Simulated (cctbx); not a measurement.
# Symmetry from intensities

Cell: a = 16.8620 Å, b = 4.5730 Å, c = 8.9120 Å, α = 90.00°, β = 114.06°, γ = 90.00°. Expected content of the cell: W4 Te4 Rb4 Li12.

Simulated single-crystal data (cctbx): Mo Kα, λ = 0.71073 Å, to d = 0.75 Å, 80 % of the full sphere, strongest reflection 40000 counts, noise from counting, a 6 % proportional error and a noise floor of 2 counts (s.d.); no absorption.

Tests on the unmerged data give:

```text
4939 reflections to d = 0.750 A
centring   violations  <I/sigma> of those
    A       1161 of  2500      6.5
    B       1161 of  2458      6.6
    C          0 of  2466      0.0
    I       1171 of  2493      6.6
    R       1530 of  3273      6.6
    F       1161 of  3712      4.4
Laue class    unique    Rint  (classes that these axes allow; Friedel mates merged)
C 1 2/m 1         864   0.045
space group    extra absences  I>4sigma  <I/sigma>
C 1 2 1                 0          0         -  acentric
C 1 m 1                 0          0         -  acentric
C 1 2/m 1               0          0         -  centric
Wilson B = 0.81 A^2   <|E^2-1|> = 0.893 (0.968 centric, 0.736 acentric)   E^2>4: 3.1 %
shell (A)         n   <I/sigma>
 8.14 - 1.50    119     21.2
 1.50 - 1.19    114     20.8
 1.19 - 1.04    111     20.3
 1.04 - 0.95    101     18.9
 0.95 - 0.88    106     21.1
 0.88 - 0.83    106     20.8
 0.83 - 0.78    106     17.7
 0.78 - 0.75    101     17.5
```

**Question.** What are the lattice type, the Laue class and the likely space group?

The reflections that C centring forbids are absent (⟨I/σ⟩ near 0), so the lattice is C.

Only C 1 2/m 1 fits these axes (Rint 0.045); a search for a hidden higher lattice was not made.

3 settings pass the absence test. No glide or screw absences show, which leaves C 1 2 1, C 1 m 1 and C 1 2/m 1.

⟨|E²−1|⟩ = 0.893 leans to a centrosymmetric structure. The Wilson B of 0.81 Å² means U ≈ 0.0103 Å².

The true group is C2/m (no. 12), Laue class 2/m, centrosymmetric. The tables only narrow the choice to the tied entries; cell content, site symmetry and trial solutions must settle it.

The model is made up (kin elements in a known structure type, no relaxation), so it says nothing on whether the phase exists.

[Logs are printed without paths, hosts, clocks, repeated set-up lines and the standing remarks that a program may print on its own settings, such as how far it seeks lower states.]
